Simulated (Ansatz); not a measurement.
## TiCuS2: relaxing a made-up structure

Starting from a made-up structure for TiCuS2, the aim is the relaxed cell, its shortest contacts and, where a second run follows, its electronic structure.

Calculated with Ansatz 0.2.0; DFT, PBEsol, plane-wave PAW, files of the set soft_1, scalar-relativistic, ferromagnetic start, cell and ions relaxed at zero pressure; PAW set soft_1, in the first sound run; inputs show where later runs differ.

## (1) The structure

Symmetry: P6_3/mmc, No. 194, hexagonal system. The conventional cell has a = 3.628 Å, b = 3.628 Å, c = 13.900 Å, α = 90.00°, β = 90.00°, γ = 120.00°. Nearest to Cu lie 2 S at 2.25 Å. Nearest to Ti lie 6 S at 2.42 Å. S has 1 Cu at 2.25 Å and 3 Ti at 2.42 Å nearest. Farther neighbours and most contacts between anions are not listed.

## (2) Relaxing cell and atoms

The guess takes its coordinates from another compound and its volume from a rule, so the cell and any free coordinates are relaxed together.

The input, input.yaml:

```yaml
crystal:
  lattice:
    - [3.628, 0.0, 0.0]
    - [-1.814, 3.141940165, 0.0]
    - [0.0, 0.0, 13.9]
  atoms:
    - { symbol: Cu, position: [0.666666667, 0.333333333, 0.75], spin: 0.6 }
    - { symbol: Cu, position: [0.333333333, 0.666666667, 0.25], spin: 0.6 }
    - { symbol: Ti, position: [0.0, 0.0, 0.0], spin: 1.0 }
    - { symbol: Ti, position: [0.0, 0.0, 0.5], spin: 1.0 }
    - { symbol: S, position: [0.666666667, 0.333333333, 0.9121] }
    - { symbol: S, position: [0.666666667, 0.333333333, 0.5879] }
    - { symbol: S, position: [0.333333333, 0.666666667, 0.4121] }
    - { symbol: S, position: [0.333333333, 0.666666667, 0.0879] }
magnetization:
  spin_polarized: true
kpoints:
  mp_grid: { grid: [8, 8, 2] }
scf:
  occupations: { method: fermi_dirac, width: 0.05 }
hamiltonian:
  xc: pbesol
  pseudopotentials: { kind: paw, azcp: { folder: soft_1 }, xc_functional: pbe }
relax:
  f_tol: 0.015
  max_steps: 70
  cell: {}
output:
  forces: true
  stress: true
```

Launch:

```sh
ansatz run input.yaml --threads 4 --pin off --max-ram 10240MiB --backend cpu --events-out ev --progress --plain --runs-dir out
```

Numbers of over 12 decimals in the logs are rounded to 6 here.

What it wrote:

```text
Engine: ansatz 0.2.0, aarch64-unknown-linux-gnu
Pseudopotentials: kind: paw
Pseudopotential: Cu, paw, valence charge 19, recommended cutoff 420 eV (normal), soft_1/Cu.paw.azcp
Pseudopotential: Ti, paw, valence charge 12, recommended cutoff 420 eV (normal), soft_1/Ti.paw.azcp
Pseudopotential: S, paw, valence charge 6, recommended cutoff 420 eV (normal), soft_1/S.paw.azcp
Functional definition: PBEsol
  exchange = pbesol_x
  correlation = pbesol_c
Crystal: 8 atoms, lattice volume = 158.446 Å³
Basis set: ecut = 420 eV, 3059 PW (Γ), exchange–correlation on 50×50×192 points (8 copies of the dense FFT grid, shifted against one another)
Bands: 54, of which v1, the nominal top of the filled ones, is band 43 counted from 1 (42 counted from 0)
Symmetry: 24 space group operations
Space group: P63/mmc (ITA 194), of the structure as read, at distance tolerance 5.4e-5 Å
Magnetic group: BNS 194.263 (UNI 1493), of the structure as read, at distance tolerance 5.4e-5 Å
k-points: 20 of 128
Non-local potential: Cu, projectors of the file, l = 0: 3, l = 1: 2, l = 2: 3, l = 3: 1
Non-local potential: Ti, projectors of the file, l = 0: 3, l = 1: 2, l = 2: 3, l = 3: 1
Non-local potential: S, projectors of the file, l = 0: 2, l = 1: 2, l = 2: 1
PAW form: soft (Blöchl's): semilocal exchange-correlation on the pseudo side does not see the compensation charge
PAW frozen core: Cu, regenerated for the run's functional, and the local potential with it (the file was generated under x = pbe(κ = 0.804, μ = 0.219515), c = pbe(β = 0.066725))
PAW frozen core: Ti, regenerated for the run's functional, and the local potential with it (the file was generated under x = pbe(κ = 0.804, μ = 0.219515), c = pbe(β = 0.066725))
PAW frozen core: S, regenerated for the run's functional, and the local potential with it (the file was generated under x = pbe(κ = 0.804, μ = 0.219515), c = pbe(β = 0.066725))
PAW one-centre angular grid: Cu, 590 points (default); XC on 64 Gauss nodes
PAW one-centre angular grid: Ti, 590 points (default); XC on 64 Gauss nodes
PAW one-centre angular grid: S, 110 points (default); XC on 64 Gauss nodes
Initial density: superposition of atomic densities (chi_scale 0.1, normalization cell, long waves kept (reshape's long-wave potential 0.10 eV rms))
Starting moments: Σ|m| = 3.2 μB on 4 of 8 sites
Initial wavefunctions: pseudopotential atomic-orbital guess
Functional: x = pbesol(κ = 0.804, μ = 0.123457), c = pbesol(β = 0.046)
SCF iter   1: F=—  HF=-21673.619080 eV  |F-HF|=—  |Δ(HF+E_count)|=         —  Δρ=1.24e-1 (↑1.08e-1 ↓1.24e-1)  dr2=1.14e2  dr2_m=1.93e-1  M=2.764 μB ∫|m|=2.845 μB  β_m=0.30  ethr=3.10e-3  ⟨swp⟩=7.5  Hψ=8800  notcnv=0
Mixer restart at iter 1: flushing history
preconditioner: auto → Kerker (q_TF=auto, 2.464 Å⁻¹)  [metal: Δε(μ)=0.001 eV  Ē_g=6.361 eV  σ=0.050 eV  W_gap=0.00  n_scr=52 (ndim 8)  ℏωp=21.7 eV  f_vac=0.003  D(μ)=19.73/eV (n_scr^D=290)]
spin=Collinear: Kerker preconditioning applied to the charge; magnetization (m = ρ↑ − ρ↓) channel mixes plain (no charge-response kernel on spin).
SCF iter   2: F=—  HF=-21676.304788 eV  |F-HF|=—  |Δ(HF+E_count)|=    2.69e0  Δρ=6.76e-2 (↑5.61e-2 ↓6.76e-2)  dr2=1.43e1  dr2_m=1.24e-1  M=1.979 μB ∫|m|=2.209 μB  β_m=0.26  ethr=3.10e-3  ⟨swp⟩=4.0  Hψ=5924  notcnv=0  defer=65
SCF iter   3: F=—  HF=-21672.357025 eV  |F-HF|=—  |Δ(HF+E_count)|=    3.95e0  Δρ=2.49e-2 (↑1.80e-2 ↓2.49e-2)  dr2=4.86e0  dr2_m=7.94e-2  M=1.984 μB ∫|m|=2.211 μB  β_m=0.38  ethr=3.10e-3  ⟨swp⟩=2.1  Hψ=4614  notcnv=0  defer=70
SCF iter   4: F=—  HF=-21671.777183 eV  |F-HF|=—  |Δ(HF+E_count)|=   5.80e-1  Δρ=1.84e-2 (↑1.84e-2 ↓1.54e-2)  dr2=4.59e0  dr2_m=1.55e-2  M=1.955 μB ∫|m|=2.167 μB  β_m=0.49  ethr=3.10e-3  ⟨swp⟩=2.4  Hψ=3718  notcnv=0  defer=68
SCF iter   5: F=—  HF=-21671.123308 eV  |F-HF|=—  |Δ(HF+E_count)|=   6.54e-1  Δρ=1.26e-2 (↑1.26e-2 ↓6.75e-3)  dr2=4.05e-1  dr2_m=2.37e-2  M=1.840 μB ∫|m|=2.018 μB  β_m=0.74  ethr=3.10e-3  ⟨swp⟩=3.8  Hψ=3768  notcnv=0  defer=68
SCF iter   6: F=—  HF=-21671.123156 eV  |F-HF|=—  |Δ(HF+E_count)|=   1.52e-4  Δρ=3.79e-3 (↑3.79e-3 ↓2.70e-3)  dr2=8.28e-2  dr2_m=1.77e-3  M=1.795 μB ∫|m|=1.957 μB  β_m=0.83  ethr=4.71e-4  ⟨swp⟩=2.4  Hψ=3349  notcnv=0  defer=63
SCF iter   7: F=—  HF=-21671.144767 eV  |F-HF|=—  |Δ(HF+E_count)|=         —  Δρ=3.95e-3 (↑3.95e-3 ↓2.56e-3)  dr2=1.21e-2  dr2_m=9.94e-3  M=1.628 μB ∫|m|=1.761 μB  β_m=0.83  ethr=9.62e-5  ⟨swp⟩=3.0  Hψ=4096  notcnv=0  defer=67
SCF iter   8: F=—  HF=-21671.145022 eV  |F-HF|=—  |Δ(HF+E_count)|=   2.55e-4  Δρ=1.79e-3 (↑1.79e-3 ↓8.02e-4)  dr2=3.96e-3  dr2_m=1.15e-3  M=1.610 μB ∫|m|=1.734 μB  β_m=0.92  ethr=1.41e-5  ⟨swp⟩=2.2  Hψ=3220  notcnv=0  defer=66
SCF iter   9: F=—  HF=-21671.145600 eV  |F-HF|=—  |Δ(HF+E_count)|=   5.78e-4  Δρ=1.18e-3 (↑1.18e-3 ↓5.97e-4)  dr2=3.03e-3  dr2_m=1.99e-4  M=1.592 μB ∫|m|=1.708 μB  β_m=0.85  ethr=4.60e-6  ⟨swp⟩=2.0  Hψ=3911  notcnv=0  defer=66
SCF iter  10: F=—  HF=-21671.145591 eV  |F-HF|=—  |Δ(HF+E_count)|=   8.71e-6  Δρ=4.06e-4 (↑4.06e-4 ↓3.88e-4)  dr2=9.83e-4  dr2_m=1.14e-6  M=1.590 μB ∫|m|=1.705 μB  β_m=0.92  ethr=3.53e-6  ⟨swp⟩=1.6  Hψ=2278  notcnv=0  defer=66
SCF iter  11: F=—  HF=-21671.145507 eV  |F-HF|=—  |Δ(HF+E_count)|=   8.41e-5  Δρ=2.10e-4 (↑2.10e-4 ↓1.90e-4)  dr2=2.37e-4  dr2_m=8.10e-7  M=1.586 μB ∫|m|=1.699 μB  β_m=0.96  ethr=1.14e-6  ⟨swp⟩=1.1  Hψ=2165  notcnv=0  defer=66
SCF iter  12: F=—  HF=-21671.145480 eV  |F-HF|=—  |Δ(HF+E_count)|=   2.65e-5  Δρ=3.76e-5 (↑3.47e-5 ↓3.76e-5)  dr2=8.80e-6  dr2_m=3.88e-8  M=1.582 μB ∫|m|=1.695 μB  β_m=0.94  ethr=2.76e-7  ⟨swp⟩=2.0  Hψ=2574  notcnv=0  defer=66
SCF iter  13: F=—  HF=-21671.145562 eV  |F-HF|=—  |Δ(HF+E_count)|=   8.15e-5  Δρ=4.95e-5 (↑4.95e-5 ↓4.54e-5)  dr2=9.97e-6  dr2_m=3.65e-7  M=1.580 μB ∫|m|=1.694 μB  β_m=0.94  ethr=1.02e-8  ⟨swp⟩=2.0  Hψ=3817  notcnv=0  defer=66
SCF iter  14: F=—  HF=-21671.145561 eV  |F-HF|=—  |Δ(HF+E_count)|=   1.17e-6  Δρ=1.02e-5 (↑1.02e-5 ↓6.42e-6)  dr2=2.51e-7  dr2_m=5.44e-8  M=1.580 μB ∫|m|=1.694 μB  β_m=0.88  ethr=1.02e-8  ⟨swp⟩=2.0  Hψ=2858  notcnv=0  defer=66
SCF iter  15: F=—  HF=-21671.145561 eV  |F-HF|=—  |Δ(HF+E_count)|=   5.28e-8  Δρ=2.53e-6 (↑2.53e-6 ↓1.86e-6)  dr2=2.92e-8  dr2_m=1.56e-9  M=1.580 μB ∫|m|=1.693 μB  β_m=0.94  ethr=2.92e-10  ⟨swp⟩=2.0  Hψ=3883  notcnv=0  defer=66
SCF iter  16: F=-21671.145561 eV  HF=-21671.145561 eV  |F-HF|=6.55e-9  |Δ(HF+E_count)|=   6.86e-9  Δρ=1.32e-6 (↑1.32e-6 ↓9.77e-7)  dr2=9.44e-9  dr2_m=3.04e-10  M=1.580 μB ∫|m|=1.693 μB  ethr=3.40e-11  ⟨swp⟩=2.0  Hψ=6531  notcnv=0
SCF 1 converged in 16 iterations: F = -21671.145561 eV  dr2 = 9.44e-9
[...]
Basis set: ecut = 420 eV, 2735 PW (Γ), exchange–correlation on 48×48×192 points (8 copies of the dense FFT grid, shifted against one another)
Initial wavefunctions: pseudopotential atomic-orbital guess (no wavefunctions were taken with the density)
iter 1 solved again at ethr=5.94e-7 eV; its pass at ethr=3.10e-3 eV (dr2=5.11e-4 eV) is discarded
SCF iter   1: F=—  HF=-21672.318909 eV  |F-HF|=—  |Δ(HF+E_count)|=         —  Δρ=2.67e-4 (↑2.67e-4 ↓2.67e-4)  dr2=3.59e-5  dr2_m=4.86e-11  M=0.000 μB ∫|m|=0.000 μB  β_m=0.65  ethr=5.94e-7  ⟨swp⟩=3.9  Hψ=15073  notcnv=0
preconditioner: auto → Kerker (q_TF=auto, 2.298 Å⁻¹)  [metal: Δε(μ)=0.032 eV  Ē_g=6.935 eV  σ=0.050 eV  W_gap=0.16  n_scr=28 (ndim 8)  ℏωp=23.2 eV  f_vac=0.000  D(μ)=5.94/eV (n_scr^D=54)]
spin=Collinear: Kerker preconditioning applied to the charge; magnetization (m = ρ↑ − ρ↓) channel mixes plain (no charge-response kernel on spin).
SCF iter   2: F=—  HF=-21672.319422 eV  |F-HF|=—  |Δ(HF+E_count)|=   5.13e-4  Δρ=3.26e-4 (↑3.26e-4 ↓3.26e-4)  dr2=3.19e-4  dr2_m=3.74e-11  M=0.000 μB ∫|m|=0.000 μB  β_m=0.30  ethr=4.17e-8  ⟨swp⟩=2.4  Hψ=3914  notcnv=0
SCF iter   3: F=—  HF=-21672.319393 eV  |F-HF|=—  |Δ(HF+E_count)|=   2.85e-5  Δρ=9.23e-5 (↑9.23e-5 ↓9.23e-5)  dr2=4.73e-6  dr2_m=3.67e-11  M=0.000 μB ∫|m|=0.000 μB  β_m=0.34  ethr=4.17e-8  ⟨swp⟩=2.1  Hψ=3896  notcnv=0
SCF iter   4: F=—  HF=-21672.319437 eV  |F-HF|=—  |Δ(HF+E_count)|=   4.36e-5  Δρ=3.56e-5 (↑3.56e-5 ↓3.56e-5)  dr2=1.25e-6  dr2_m=2.69e-11  M=0.000 μB ∫|m|=0.000 μB  β_m=0.59  ethr=5.50e-9  ⟨swp⟩=2.8  Hψ=3888  notcnv=0
SCF iter   5: F=—  HF=-21672.319446 eV  |F-HF|=—  |Δ(HF+E_count)|=   9.10e-6  Δρ=1.55e-5 (↑1.55e-5 ↓1.55e-5)  dr2=8.92e-7  dr2_m=1.85e-11  M=0.000 μB ∫|m|=0.000 μB  β_m=0.80  ethr=1.45e-9  ⟨swp⟩=2.1  Hψ=3785  notcnv=0
SCF iter   6: F=—  HF=-21672.319448 eV  |F-HF|=—  |Δ(HF+E_count)|=   2.27e-6  Δρ=8.85e-6 (↑8.83e-6 ↓8.85e-6)  dr2=6.52e-7  dr2_m=6.29e-12  M=0.000 μB ∫|m|=0.000 μB  β_m=0.90  ethr=1.04e-9  ⟨swp⟩=2.1  Hψ=3527  notcnv=0
SCF iter   7: F=—  HF=-21672.319448 eV  |F-HF|=—  |Δ(HF+E_count)|=   7.85e-8  Δρ=1.12e-6 (↑1.09e-6 ↓1.12e-6)  dr2=2.78e-8  dr2_m=5.49e-12  M=0.000 μB ∫|m|=0.000 μB  β_m=0.83  ethr=7.58e-10  ⟨swp⟩=2.0  Hψ=3030  notcnv=0
SCF iter   8: F=—  HF=-21672.319448 eV  |F-HF|=—  |Δ(HF+E_count)|=   2.34e-8  Δρ=9.94e-7 (↑9.94e-7 ↓9.38e-7)  dr2=5.21e-9  dr2_m=3.31e-12  M=0.000 μB ∫|m|=0.000 μB  β_m=0.92  ethr=3.24e-11  ⟨swp⟩=2.0  Hψ=3097  notcnv=0
SCF iter   9: F=—  HF=-21672.319448 eV  |F-HF|=—  |Δ(HF+E_count)|=   3.23e-9  Δρ=5.06e-7 (↑4.39e-7 ↓5.06e-7)  dr2=2.27e-9  dr2_m=2.21e-12  M=0.000 μB ∫|m|=0.000 μB  β_m=0.83  ethr=6.06e-12  ⟨swp⟩=2.9  Hψ=3836  notcnv=0
SCF iter  10: F=—  HF=-21672.319448 eV  |F-HF|=—  |Δ(HF+E_count)|=   1.01e-7  Δρ=2.05e-7 (↑1.69e-7 ↓2.05e-7)  dr2=3.64e-10  dr2_m=9.87e-13  M=0.000 μB ∫|m|=0.000 μB  β_m=0.92  ethr=2.64e-12  ⟨swp⟩=2.0  Hψ=3522  notcnv=0
SCF iter  11: F=—  HF=-21672.319448 eV  |F-HF|=—  |Δ(HF+E_count)|=  3.93e-10  Δρ=8.32e-8 (↑7.04e-8 ↓8.32e-8)  dr2=1.51e-11  dr2_m=1.20e-12  M=0.000 μB ∫|m|=0.000 μB  β_m=0.86  ethr=1.00e-12  ⟨swp⟩=2.0  Hψ=3094  notcnv=0
SCF iter  12: F=-21672.319448 eV  HF=-21672.319448 eV  |F-HF|=2.91e-11  |Δ(HF+E_count)|=  7.28e-12  Δρ=6.56e-8 (↑6.56e-8 ↓5.10e-8)  dr2=4.10e-11  dr2_m=1.27e-13  M=0.000 μB ∫|m|=0.000 μB  ethr=1.00e-12  ⟨swp⟩=3.0  Hψ=6867  notcnv=0
the starting moments were not kept: the SCF closed with an absolute magnetisation of 7.5e-6 μB, where they sum to 3.2 μB in size (4 sites). That is at most 0.1 of that sum. Measured as dr2_m measures the in/out step, that magnetisation stands 8.8e-12 eV from none, at or under the dr2_threshold of 8.0e-11 eV: it is no larger than a step whose dr2_m would equal this threshold.
SCF 7 converged in 12 iterations: F = -21672.319448 eV  dr2 = 4.10e-11
relax step   7: F+E_penalty+E_count = -21672.31944803 eV  Δ(F+E_penalty+E_count) = +5.103e-3 eV  max|allowed force component| = 4.698e-3 eV/Å  Δτ_max = 0.0000 Å  P = -0.008 GPa  Ω = 138.656 Å³  stress off target by 1.63e-2 GPa  SCF on the basis re-selected at this cell (its energy is not comparable with the rows above)  (12 SCF iters)
basis re-selected at this cell: Δ(F+E_penalty+E_count) = +5.103e-3 eV, ΔP = -0.005 GPa vs the last step (what re-selecting the basis moved, of the pressure what is left beyond the Pulay correction that the steps carried, after the strain that the cell walked since its last selection, with what the two solves' SCF thresholds leave and, on support functions, any second-order correction that the steps lacked; it is no measure of the basis error at this ecutwfc). The dense FFT grid was sized anew with the basis: this SCF ran on 24×24×96 points, the steps before it on 25×25×96, so part of this shift can come from that change (see relax.cell in the input reference). [rest of the remark cut]
SCF converged after 12 iterations
Magnetization: 0.0000 μB (43.0000 up, 43.0000 down)
Absolute magnetization: 0.0000 μB (∫|ρ↑−ρ↓|, with the PAW one-centre terms)
Spin contamination: 0.0000 ħ² per cell (⟨S²⟩ above its minimum at these occupations)
Per-site moments (μB) at R_I (Å): [(6.489684708561387e-8, 0.879568), (6.48968471165909e-8, 0.879568), (2.2322082356178846e-6, 0.996084), (2.2322082356399223e-6, 0.996084), (4.651245331275744e-9, 0.879568), (4.651245340044707e-9, 0.879568), (4.651245401044639e-9, 0.879568), (4.651245436067363e-9, 0.879568)]
Free energy (F): -21672.319448 eV
Harris-Foulkes:  -21672.319448 eV  (|F-HF|=2.91e-11)
Internal energy: -21672.275728 eV  (E = F + TS)
E sigma→0 (E₀):  -21672.297588 eV
Entropy (-TS):   -0.043720 eV (-5.465 meV/atom)
Fermi energy:    9.740564 eV
--- Per-component energies (eV) ---
  E_band       = -1334.885114
  E_kinetic    = 1513.504623
  E_local      = -14558.825270  (includes V_loc(G=0)·N_el)
  E_nonlocal   = 2057.361871
  E_hartree    = 6167.464367
  E_xc         = -720.641057
  E_vxc        = -799.356070  (∫ρ·V_xc dr)
  E_paw        = -7970.411529  (= ΣΔE_a)
  E_vpaw       = -1882.500781  (= ΣTr[D̂ρ^β])
  E_aug_tail   = 0.001804  (compensation charges beyond the density's cutoff)
  E_ewald      = -8161.669510
  E_core_change = 0.938972  (= ΣΔE_core)
  E_smearing   = -0.043720  (= −TS)
  E_closure    = -0.000000  (closes the sum)
  Σ components = -21672.319448   (vs F -21672.319448, Δ=0.00e0)
--- Forces (eV/Å), atoms counted from 1 ---
  atom   1  Cu     0.00000000     0.00000000     0.00000000
  atom   2  Cu     0.00000000    -0.00000000    -0.00000000
  atom   3  Ti     0.00000000     0.00000000     0.00000000
  atom   4  Ti     0.00000000     0.00000000     0.00000000
  atom   5  S     -0.00000000    -0.00000000    -0.00469762
  atom   6  S     -0.00000000    -0.00000000     0.00469762
  atom   7  S      0.00000000     0.00000000    -0.00469762
  atom   8  S     -0.00000000     0.00000000     0.00469762
  max |Σ_I F_I| component: 1.85e-17 eV/Å
--- Stress (GPa, compression-positive) ---
       -0.016258       0.000000       0.000000
        0.000000      -0.016258       0.000000
        0.000000       0.000000       0.007349
  P = ⅓ Tr σ = -0.0084 GPa (-0.084 kbar)
--- Relaxed structure (6 steps of the walk, 6 accepted, 1 SCFs on fresh bases) ---
  F+E_penalty+E_count = -21672.31944803 eV   max|allowed force component| = 4.698e-3 eV/Å   (the final SCF, on the basis selected at the relaxed cell)
  cell:  # Å, volume = 138.6558 Å³
    - [3.341662, 0.0, 0.0]
    - [-1.670831, 2.893964, 0.0]
    - [0.0, 0.0, 14.337798]
  atoms:
    - { symbol: Cu, position: [0.666667, 0.333333, 0.750000] }
    - { symbol: Cu, position: [0.333333, 0.666667, 0.25] }
    - { symbol: Ti, position: [0, 0, -4.992010002810955e-19] }
    - { symbol: Ti, position: [0, 0, 0.5] }
    - { symbol: S, position: [0.666667, 0.333333, 0.898718] }
    - { symbol: S, position: [0.666667, 0.333333, 0.601282] }
    - { symbol: S, position: [0.333333, 0.666667, 0.398718] }
    - { symbol: S, position: [0.333333, 0.666667, 0.101282] }
```

Run time: 59 s. Hardware: 4 threads of Arm Neoverse V1, shared host; peak memory 0.71 GiB.

Relaxation path:

```tsv
step	energy less that of the first step (eV)	largest force component (eV/Å)	pressure (GPa)	volume (Å³)
1	0.0000	2.1716	-2.67	158.45
2	-0.9957	0.0132	-5.49	149.41
3	-1.1544	0.4429	-0.75	138.22
4	-1.1761	0.0804	0.51	138.56
5	-1.1789	0.0072	-0.03	138.74
6	-1.1790	0.0037	0.00	138.66
7*	-1.1739	0.0047	-0.01	138.66
```

Relaxation steps marked * repeat the geometry before them on a plane-wave basis chosen anew for their cell, so energy and pressure can jump there.

Forces are held to the 24 operations that the run works with; a distortion that breaks them can't arise in this run.

```tsv
conventional cell, symmetrised	before	after	change
a (Å)	3.628	3.342	-7.9 %
b (Å)	3.628	3.342	-7.9 %
c (Å)	13.900	14.338	+3.1 %
volume (Å³/atom)	19.81	17.33	-12.5 %
```

The atoms that moved most (Å, as changes of fractional coordinates times the final cell):

```tsv
atom	dx	dy	dz	length
S6	0.000	0.000	0.192	0.192
S8	0.000	0.000	0.192	0.192
S5	0.000	0.000	-0.192	0.192
S7	0.000	0.000	-0.192	0.192
```

Final coordinates:

```cif
data_structure
_symmetry_space_group_name_H-M 'P 1'
_symmetry_Int_Tables_number 1
_cell_length_a 3.3417
_cell_length_b 3.3417
_cell_length_c 14.3378
_cell_angle_alpha 90.000
_cell_angle_beta 90.000
_cell_angle_gamma 120.000
_cell_volume 138.66
loop_
_atom_site_label
_atom_site_type_symbol
_atom_site_fract_x
_atom_site_fract_y
_atom_site_fract_z
_atom_site_occupancy
Cu1 Cu 0.66667 0.33333 0.75000 1
Cu2 Cu 0.33333 0.66667 0.25000 1
Ti3 Ti 0.00000 0.00000 0.00000 1
Ti4 Ti 0.00000 0.00000 0.50000 1
S5 S 0.66667 0.33333 0.89872 1
S6 S 0.66667 0.33333 0.60128 1
S7 S 0.33333 0.66667 0.39872 1
S8 S 0.33333 0.66667 0.10128 1
```

This step gave:

```yaml
free_energy: -21672.3194 eV
energy_at_zero_smearing: -21672.2976 eV
smearing_term_ts: 0.04372 eV
fermi_energy: 9.741 eV
electrons: 86
symmetry_operations: 24
pressure: -0.008389 GPa
```

Shortest distances by pair of elements, guess and relaxed (not always the same contact):

```tsv
pair	guess (Å)	relaxed (Å)
Cu–S	2.253	2.132
S–Ti	2.425	2.415
Cu–Cu	3.628	3.342
Ti–Ti	3.628	3.342
S–S	3.218	3.342
```

The relaxation ends with a largest force component of 0.0047 eV/Å and a pressure of -0.01 GPa. No moment survives the cycle: this start ends non-magnetic.

(Part 1 of 2 ends here.)

[Logs are printed without paths, hosts, clocks, repeated set-up lines and the standing remarks that a program may print on its own settings, such as how far it seeks lower states.]

[Hosts, paths, dates, database ids (printed as entryN), source tags and the programs' standing remarks are cut or masked in the printed files.]
